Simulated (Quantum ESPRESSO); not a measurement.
# Zr2CO2 MXene, 1 layer, stepped through biaxial strain, part 4 of 7

Wanted: a table for Zr2CO2 MXene, 1 layer against biaxial strain, and what can be fitted to it.

Quantum ESPRESSO 7.5; plane-wave DFT, PBE, GBRV ultrasoft pseudopotentials.

So far. Step 2 (Variable-cell relaxation of the reference):  The last row is no step: it is a fresh SCF in the final cell with a new plane-wave basis, -1 meV from the row before. Step 3 (Relaxation with pw.x, -4 %): The relaxation lowers the energy by 18 meV an atom.

## (6) Band structure, -4 %

Bands along a path place the edges.

Input file m0.bands.in:

```
&control
  prefix = 'm0.bands'
  outdir = './out'
  pseudo_dir = './pseudo'
  calculation = 'bands'
/
&system
  ibrav = 0
  nat = 5
  ntyp = 3
  ecutwfc = 40
  ecutrho = 200
  occupations = 'smearing'
  smearing = 'fd'
  degauss = 0.002
  nbnd = 26
/
&electrons
  conv_thr = 1e-07
  mixing_beta = 0.4
  electron_maxstep = 120
  mixing_mode = 'plain'
/
ATOMIC_SPECIES
  O   15.9990  o_pbe_v1.2.uspp.F.UPF
  Zr  91.2240  zr_pbe_v1.uspp.F.UPF
  C   12.0110  c_pbe_v1.2.uspp.F.UPF
CELL_PARAMETERS angstrom
  3.17428186848000 0.00000000000000 0.00000000000000
  -1.58714093472000 2.74900873728000 0.00000000000000
  0.00000000000000 0.00000000000000 19.95294679600000
ATOMIC_POSITIONS crystal
  O   0.333333333300 0.666666666700 0.379304825100
  Zr  0.666666666700 0.333333333300 0.428944759800
  C   0.000000000000 0.000000000000 0.500000000000
  Zr  0.333333333300 0.666666666700 0.571055240200
  O   0.666666666700 0.333333333300 0.620695174900
K_POINTS crystal_b
4
  0.0000000000 0.0000000000 0.0000000000 12
  0.5000000000 0.0000000000 0.0000000000 12
  0.3333333333 0.3333333333 0.0000000000 12
  0.0000000000 0.0000000000 0.0000000000 1
```

Run with:

```sh
$ cp -r out/m0.scf.save out/m0.bands.save
$ cp out/m0.scf.xml out/m0.bands.xml
$ OMP_NUM_THREADS=1 mpirun -n 4 pw.x -nk 4 -in m0.bands.in > m0.bands.out
```

Output:

```text
[banner, memory and clock lines left out]
Program PWSCF v.7.5 starts

          URL

     Atomic positions and unit cell read from directory:
     ./out/m0.bands.save/

     Message from routine setup:
     using ibrav=0 with symmetry is DISCOURAGED, use correct ibrav instead

     G-vector sticks info

     bravais-lattice index     =            0
     lattice parameter (alat)  =       5.9985  a.u.
     unit-cell volume          =    1174.9659 (a.u.)^3
     number of atoms/cell      =            5
     number of atomic types    =            3
     number of electrons       =        40.00
     number of Kohn-Sham states=           26
     kinetic-energy cutoff     =      40.0000  Ry
     charge density cutoff     =     200.0000  Ry
     Exchange-correlation= SLA  PW   PBE  PBE
                           (   1   4   3   4   0   0   0)

     celldm(1)=   5.998523  celldm(2)=   0.000000  celldm(3)=   0.000000
     celldm(4)=   0.000000  celldm(5)=   0.000000  celldm(6)=   0.000000

     crystal axes: (cart. coord. in units of alat)
               a(1) = (   1.000000   0.000000   0.000000 )
               a(2) = (  -0.500000   0.866025   0.000000 )
               a(3) = (   0.000000   0.000000   6.285814 )

     reciprocal axes: (cart. coord. in units 2 pi/alat)
               b(1) = (  1.000000  0.577350 -0.000000 )
               b(2) = (  0.000000  1.154701  0.000000 )
               b(3) = (  0.000000 -0.000000  0.159088 )

     PseudoPot. # 1 for O  read from file:
     ./pseudo/o_pbe_v1.2.uspp.F.UPF
     Pseudo is Ultrasoft + core correction, Zval =  6.0
     Generated by new atomic code, or converted to UPF format
     Using radial grid of  737 points,  5 beta functions with:
                l(1) =   0
                l(2) =   0
                l(3) =   1
                l(4) =   1
                l(5) =   2
     Q(r) pseudized with  8 coefficients,  rinner =    0.900   0.900   0.900
                                                       0.900   0.900

     PseudoPot. # 2 for Zr read from file:
     ./pseudo/zr_pbe_v1.uspp.F.UPF
     Pseudo is Ultrasoft + core correction, Zval = 12.0
     Generated by new atomic code, or converted to UPF format
     Using radial grid of  887 points,  6 beta functions with:
                l(1) =   0
                l(2) =   0
                l(3) =   1
                l(4) =   1
                l(5) =   2
                l(6) =   2
     Q(r) pseudized with  6 coefficients,  rinner =    1.200   1.200   1.200
                                                       1.200   1.200

     PseudoPot. # 3 for C  read from file:
     ./pseudo/c_pbe_v1.2.uspp.F.UPF
     Pseudo is Ultrasoft + core correction, Zval =  4.0
     Generated by new atomic code, or converted to UPF format
     Using radial grid of  721 points,  4 beta functions with:
                l(1) =   0
                l(2) =   0
                l(3) =   1
                l(4) =   1
     Q(r) pseudized with  8 coefficients,  rinner =    1.100   1.100   1.100

     atomic species   valence    mass     pseudopotential
     O                 6.00    15.99900     O ( 1.00)
     Zr               12.00    91.22400     Zr( 1.00)
     C                 4.00    12.01100     C ( 1.00)

     12 Sym. Ops., with inversion, found

   Cartesian axes

     site n.     atom                  positions (alat units)
         1        O      tau(   1) = (  -0.0000000   0.5773503   2.3842397  )
         2        Zr     tau(   2) = (   0.5000000   0.2886751   2.6962672  )
         3        C      tau(   3) = (   0.0000000   0.0000000   3.1429072  )
         4        Zr     tau(   4) = (  -0.0000000   0.5773503   3.5895473  )
         5        O      tau(   5) = (   0.5000000   0.2886751   3.9015747  )

     number of k points=    37  Fermi-Dirac smearing, width (Ry)=  0.0020
                       cart. coord. in units 2pi/alat
        k(    1) = (   0.0000000   0.0000000   0.0000000), wk =   0.0540541
        k(    2) = (   0.0416667   0.0240563   0.0000000), wk =   0.0540541
        k(    3) = (   0.0833333   0.0481125   0.0000000), wk =   0.0540541
        k(    4) = (   0.1250000   0.0721688   0.0000000), wk =   0.0540541
        k(    5) = (   0.1666667   0.0962250   0.0000000), wk =   0.0540541
        k(    6) = (   0.2083333   0.1202813   0.0000000), wk =   0.0540541
        k(    7) = (   0.2500000   0.1443376   0.0000000), wk =   0.0540541
        k(    8) = (   0.2916667   0.1683938   0.0000000), wk =   0.0540541
        k(    9) = (   0.3333333   0.1924501   0.0000000), wk =   0.0540541
        k(   10) = (   0.3750000   0.2165064   0.0000000), wk =   0.0540541
        k(   11) = (   0.4166667   0.2405626   0.0000000), wk =   0.0540541
        k(   12) = (   0.4583333   0.2646189   0.0000000), wk =   0.0540541
        k(   13) = (   0.5000000   0.2886751   0.0000000), wk =   0.0540541
        k(   14) = (   0.4861111   0.3127314   0.0000000), wk =   0.0540541
        k(   15) = (   0.4722222   0.3367877   0.0000000), wk =   0.0540541
        k(   16) = (   0.4583333   0.3608439   0.0000000), wk =   0.0540541
        k(   17) = (   0.4444444   0.3849002   0.0000000), wk =   0.0540541
        k(   18) = (   0.4305556   0.4089564   0.0000000), wk =   0.0540541
        k(   19) = (   0.4166667   0.4330127   0.0000000), wk =   0.0540541
        k(   20) = (   0.4027778   0.4570690   0.0000000), wk =   0.0540541
        k(   21) = (   0.3888889   0.4811252   0.0000000), wk =   0.0540541
        k(   22) = (   0.3750000   0.5051815   0.0000000), wk =   0.0540541
        k(   23) = (   0.3611111   0.5292377   0.0000000), wk =   0.0540541
        k(   24) = (   0.3472222   0.5532940   0.0000000), wk =   0.0540541
        k(   25) = (   0.3333333   0.5773503   0.0000000), wk =   0.0540541
        k(   26) = (   0.3055556   0.5292377   0.0000000), wk =   0.0540541
        k(   27) = (   0.2777778   0.4811252   0.0000000), wk =   0.0540541
        k(   28) = (   0.2500000   0.4330127   0.0000000), wk =   0.0540541
        k(   29) = (   0.2222222   0.3849002   0.0000000), wk =   0.0540541
        k(   30) = (   0.1944444   0.3367877   0.0000000), wk =   0.0540541
        k(   31) = (   0.1666667   0.2886751   0.0000000), wk =   0.0540541
        k(   32) = (   0.1388889   0.2405626   0.0000000), wk =   0.0540541
        k(   33) = (   0.1111111   0.1924501   0.0000000), wk =   0.0540541
        k(   34) = (   0.0833333   0.1443376   0.0000000), wk =   0.0540541
        k(   35) = (   0.0555556   0.0962250   0.0000000), wk =   0.0540541
        k(   36) = (   0.0277778   0.0481125   0.0000000), wk =   0.0540541
        k(   37) = (   0.0000000   0.0000000   0.0000000), wk =   0.0540541

[...]
5.8340   6.2037

          k = 0.4583 0.2646 0.0000 (  5016 PWs)   bands (ev):

   -47.4434 -47.4287 -26.5174 -26.4252 -25.6297 -25.5102 -25.4636 -25.4341
   -16.8346 -16.7783  -8.0940  -4.8145  -4.1526  -3.3397  -3.0397  -2.7396
    -2.6382  -1.9992  -0.5361   0.1526   1.6687   3.9246   5.6231   5.8612
     6.0258   6.2270

          k = 0.5000 0.2887 0.0000 (  5024 PWs)   bands (ev):

   -47.4407 -47.4269 -26.5355 -26.4429 -25.6190 -25.5143 -25.4645 -25.4376
   -16.8353 -16.7767  -8.0572  -4.8761  -4.1418  -3.3414  -3.0325  -2.6800
    -2.6660  -2.0163  -0.5187   0.1649   1.6532   3.9089   5.6203   6.0076
     6.1074   6.2011

          k = 0.4861 0.3127 0.0000 (  5028 PWs)   bands (ev):

   -47.4404 -47.4267 -26.5326 -26.4406 -25.6179 -25.5221 -25.4631 -25.4437
   -16.8327 -16.7749  -8.0598  -4.8616  -4.1387  -3.3269  -3.0496  -2.6736
    -2.6669  -2.0151  -0.5203   0.1039   1.7088   3.9152   5.6002   5.9837
     6.0784   6.2081

          k = 0.4722 0.3368 0.0000 (  5016 PWs)   bands (ev):

   -47.4395 -47.4261 -26.5241 -26.4335 -25.6147 -25.5434 -25.4618 -25.4607
   -16.8252 -16.7696  -8.0676  -4.8183  -4.1285  -3.2852  -3.0965  -2.6693
    -2.6572  -2.0115  -0.5271  -0.0558   1.8531   3.9346   5.5366   5.9249
     6.0113   6.2117

          k = 0.4583 0.3608 0.0000 (  5034 PWs)   bands (ev):

   -47.4381 -47.4252 -26.5100 -26.4219 -25.6095 -25.5757 -25.4910 -25.4590
   -16.8134 -16.7613  -8.0796  -4.7476  -4.1095  -3.2209  -3.1644  -2.6735
    -2.6360  -2.0047  -0.5438  -0.2731   2.0455   3.9686   5.4267   5.8570
     5.9237   6.2007

          k = 0.4444 0.3849 0.0000 (  5050 PWs)   bands (ev):

   -47.4362 -47.4240 -26.4906 -26.4061 -25.6173 -25.6024 -25.5298 -25.4585
   -16.7983 -16.7508  -8.0948  -4.6514  -4.0802  -3.2441  -3.1409  -2.6795
    -2.6144  -1.9932  -0.5764  -0.5166   2.2568   4.0186   5.2801   5.7951
     5.8233   6.1742

          k = 0.4306 0.4090 0.0000 (  5044 PWs)   bands (ev):

   -47.4339 -47.4226 -26.4663 -26.3867 -25.6665 -25.5950 -25.5750 -25.4591
   -16.7809 -16.7391  -8.1115  -4.5330  -4.0398  -3.3275  -3.0534  -2.6878
    -2.5959  -1.9743  -0.7658  -0.6305   2.4696   4.0851   5.1162   5.7145
     5.7414   6.1341

          k = 0.4167 0.4330 0.0000 (  5056 PWs)   bands (ev):

   -47.4313 -47.4211 -26.4378 -26.3645 -25.7214 -25.6301 -25.5815 -25.4610
   -16.7627 -16.7270  -8.1283  -4.3970  -3.9892  -3.4070  -2.9686  -2.6990
    -2.5833  -1.9449  -1.0046  -0.7093   2.6727   4.1667   4.9529   5.6005
     5.6953   6.0825

          k = 0.4028 0.4571 0.0000 (  5052 PWs)   bands (ev):

   -47.4285 -47.4197 -26.4056 -26.3403 -25.7794 -25.6844 -25.5701 -25.4640
   -16.7448 -16.7156  -8.1435  -4.2511  -3.9305  -3.4742  -2.8995  -2.7135
    -2.5786  -1.9025  -1.2169  -0.8128   2.8580   4.2593   4.8034   5.4843
     5.6581   6.0215

          k = 0.3889 0.4811 0.0000 (  5072 PWs)   bands (ev):

   -47.4258 -47.4184 -26.3711 -26.3159 -25.8378 -25.7382 -25.5575 -25.4685
   -16.7284 -16.7057  -8.1560  -4.1079  -3.8673  -3.5180  -2.8684  -2.7251
    -2.5821  -1.8460  -1.3855  -0.9381   3.0183   4.3560   4.6771   5.3703
     5.6322   5.9538

          k = 0.3750 0.5052 0.0000 (  5072 PWs)   bands (ev):

   -47.4231 -47.4173 -26.3361 -26.2934 -25.8930 -25.7874 -25.5441 -25.4744
   -16.7144 -16.6981  -8.1648  -3.9901  -3.8040  -3.5195  -2.9033  -2.7176
    -2.5929  -1.7761  -1.4969  -1.0793   3.1477   4.4462   4.5818   5.2658
     5.6201   5.8822

          k = 0.3611 0.5292 0.0000 (  5084 PWs)   bands (ev):

   -47.4207 -47.4168 -26.3035 -26.2756 -25.9402 -25.8273 -25.5304 -25.4822
   -16.7035 -16.6932  -8.1700  -3.9228  -3.7466  -3.4599  -2.9960  -2.6979
    -2.6088  -1.6952  -1.5506  -1.2279   3.2409   4.5150   4.5237   5.1824
     5.6237   5.8099

          k = 0.3472 0.5533 0.0000 (  5076 PWs)   bands (ev):

   -47.4188 -47.4167 -26.2781 -26.2658 -25.9734 -25.8532 -25.5168 -25.4918
   -16.6960 -16.6911  -8.1720  -3.9007  -3.7028  -3.3537  -3.1180  -2.6755
    -2.6283  -1.6080  -1.5612  -1.3711   3.2952   4.5063   4.5445   5.1340
     5.6444   5.7414

          k = 0.3333 0.5774 0.0000 (  5094 PWs)   bands (ev):

   -47.4174 -47.4174 -26.2658 -26.2658 -25.9855 -25.8620 -25.5036 -25.5036
   -16.6920 -16.6920  -8.1723  -3.8975  -3.6846  -3.2386  -3.2386  -2.6512
    -2.6512  -1.5490  -1.5490  -1.4635   3.3120   4.5273   4.5273   5.1219
     5.6836   5.6836

          k = 0.3056 0.5292 0.0000 (  5068 PWs)   bands (ev):

   -47.4213 -47.4168 -26.2871 -26.2786 -25.9438 -25.8321 -25.5340 -25.4798
   -16.7016 -16.6938  -8.1761  -3.8955  -3.7747  -3.3653  -3.0859  -2.7183
    -2.6004  -1.6600  -1.5148  -1.2967   3.2624   4.4116   4.6390   5.1072
     5.6447   5.8276

          k = 0.2778 0.4811 0.0000 (  5070 PWs)   bands (ev):

   -47.4290 -47.4198 -26.3079 -26.2969 -25.8549 -25.7635 -25.5741 -25.4614
   -16.7194 -16.7065  -8.2021  -3.9312  -3.8860  -3.3687  -3.1202  -2.7953
    -2.5668  -1.5999  -1.5067  -1.1044   3.1584   4.2858   4.7425   4.9872
     5.7310   6.0602

          k = 0.2500 0.4330 0.0000 (  5038 PWs)   bands (ev):

   -47.4410 -47.4268 -26.3019 -26.2845 -25.7540 -25.6811 -25.6233 -25.4497
   -16.7427 -16.7270  -8.2670  -4.0065  -3.8885  -3.3429  -3.3075  -2.8234
    -2.5802  -1.5215  -1.4215  -0.9263   3.0438   4.1862   4.7774   4.8044
     5.8576   6.2768

          k = 0.2222 0.3849 0.0000 (  5040 PWs)   bands (ev):

   -47.4568 -47.4378 -26.2586 -26.2302 -25.6861 -25.6485 -25.5985 -25.4440
   -16.7697 -16.7545  -8.3720  -3.9835  -3.9331  -3.5013  -3.2983  -2.8489
    -2.6498  -1.5367  -1.2063  -0.7569   2.9347   4.0906   4.6420   4.7632
     5.9452   6.2900

          k = 0.1944 0.3368 0.0000 (  5020 PWs)   bands (ev):

   -47.4759 -47.4521 -26.1773 -26.1341 -25.7458 -25.5588 -25.5273 -25.4385
   -16.8006 -16.7900  -8.5002  -4.0239  -3.9120  -3.6421  -3.2392  -2.9159
    -2.7460  -1.5243  -0.9696  -0.5827   2.8344   3.9456   4.5839   4.7365
     5.9429   6.0819

          k = 0.1667 0.2887 0.0000 (  5004 PWs)   bands (ev):

   -47.4972 -47.4689 -26.0649 -26.0043 -25.8078 -25.4895 -25.4771 -25.4116
   -16.8370 -16.8364  -8.6266  -4.1160  -3.8582  -3.7512  -3.2218  -3.0462
    -2.8039  -1.4341  -0.6991  -0.4015   2.7520   3.7548   4.6339   4.7157
     5.7251   5.8347

          k = 0.1389 0.2406 0.0000 (  5010 PWs)   bands (ev):

   -47.5191 -47.4868 -25.9358 -25.9066 -25.8107 -25.4815 -25.4080 -25.3625
   -16.8960 -16.8804  -8.7295  -4.1739  -3.8517  -3.8485  -3.2924  -3.2307
    -2.8285  -1.1920  -0.3852  -0.2382   2.7104   3.5713   4.6893   4.7130
     5.2623   5.6543

          k = 0.1111 0.1925 0.0000 (  5000 PWs)   bands (ev):

   -47.5400 -47.5043 -25.9497 -25.8143 -25.6565 -25.4660 -25.3524 -25.3160
   -16.9675 -16.9304  -8.7973  -4.2156  -3.9075  -3.8811  -3.4337  -3.3903
    -2.9165  -0.7733  -0.1486  -0.0247   2.7345   3.4264   4.5887   4.7162
     4.8016   5.4960

          k = 0.0833 0.1443 0.0000 (  4984 PWs)   bands (ev):

   -47.5583 -47.5198 -25.9991 -25.7321 -25.4943 -25.4186 -25.3100 -25.2791
   -17.0446 -16.9832  -8.8300  -4.2947  -3.9170  -3.8780  -3.6115  -3.4740
    -3.0778  -0.2343  -0.1563   0.3454   2.8295   3.3157   4.1744   4.6033
     4.6250   5.4560

          k = 0.0556 0.0962 0.0000 (  4962 PWs)   bands (ev):

   -47.5726 -47.5321 -26.0379 -25.6976 -25.3577 -25.3453 -25.2804 -25.2529
   -17.1155 -17.0314  -8.8373  -4.3984  -3.9297  -3.8205  -3.6989  -3.5350
    -3.2694  -0.2577   0.3393   0.6921   2.9703   3.2124   3.7006   4.4818
     4.5206   5.5130

          k = 0.0278 0.0481 0.0000 (  4946 PWs)   bands (ev):

   -47.5817 -47.5399 -26.0624 -25.6882 -25.2826 -25.2695 -25.2598 -25.2376
   -17.1659 -17.0655  -8.8333  -4.4800  -3.9084  -3.8630  -3.6295  -3.5729
    -3.4386  -0.3798   0.8333   0.9512   3.0938   3.1185   3.3121   4.4130
     4.4304   5.6134

          k = 0.0000 0.0000 0.0000 (  4959 PWs)   bands (ev):

   -47.5848 -47.5426 -26.0707 -25.6866 -25.2585 -25.2585 -25.2330 -25.2330
   -17.1842 -17.0779  -8.8304  -4.5104  -3.8860  -3.8860  -3.5876  -3.5876
    -3.5129  -0.4342   1.0499   1.0499   3.0776   3.0776   3.2079   4.3919
     4.3919   5.6649

     XML data file, pseudopotentials, collected wavefunctions

                                        0.00s GPU  (     359 calls)
```

Run time: 11 s. Hardware: 4 MPI ranks of AMD EPYC 7R13 (Zen 3), shared host; peak memory 0.36 GiB; 41 s of CPU time.

Numbers from this step:

| Property | Result |
| --- | --- |
| gap by band count | 0.6033 eV |

Band numbers count within the set of bands kept for display. Electronic bands along the path, in eV, zero at the highest filled level of the SCF mesh; v1 is the highest filled band, c1 the lowest empty one:

| point | v4 | v3 | v2 | v1 | c1 | c2 | c3 | c4 |
| --- | --- | --- | --- | --- | --- | --- | --- | --- |
| Γ | -4.56 | -1.48 | 0.00 | 0.00 | 2.03 | 2.03 | 2.16 | 3.34 |
| halfway | -3.91 | -2.51 | -1.39 | -0.94 | 1.10 | 3.18 | 3.26 | 3.90 |
| M | -3.72 | -3.07 | -1.57 | -0.89 | 0.60 | 2.86 | 4.57 | 4.96 |
| halfway | -3.63 | -2.99 | -2.05 | -1.76 | 1.62 | 3.12 | 3.90 | 4.55 |
| K | -3.70 | -2.60 | -2.60 | -2.51 | 2.26 | 3.48 | 3.48 | 4.07 |
| halfway | -3.85 | -2.48 | -1.75 | -1.45 | 1.70 | 2.70 | 3.58 | 3.67 |
| Γ | -4.56 | -1.48 | 0.00 | 0.00 | 2.03 | 2.03 | 2.16 | 3.34 |

Along this path the valence top lies at Γ and the conduction bottom at M.

[end of part 4 of 7]

[Logs are printed without paths, hosts, clocks, repeated set-up lines and the standing remarks that a program may print on its own settings, such as how far it seeks lower states.]

[Hosts, paths, dates, database ids (printed as entryN), source tags and the programs' standing remarks are cut or masked in the printed files.]

[Maps of the electrostatic potential energy from Ansatz leave out the sawtooth potential of an applied field or a dipole correction, so their vacuum need not be flat; planar profiles and work functions include it.]
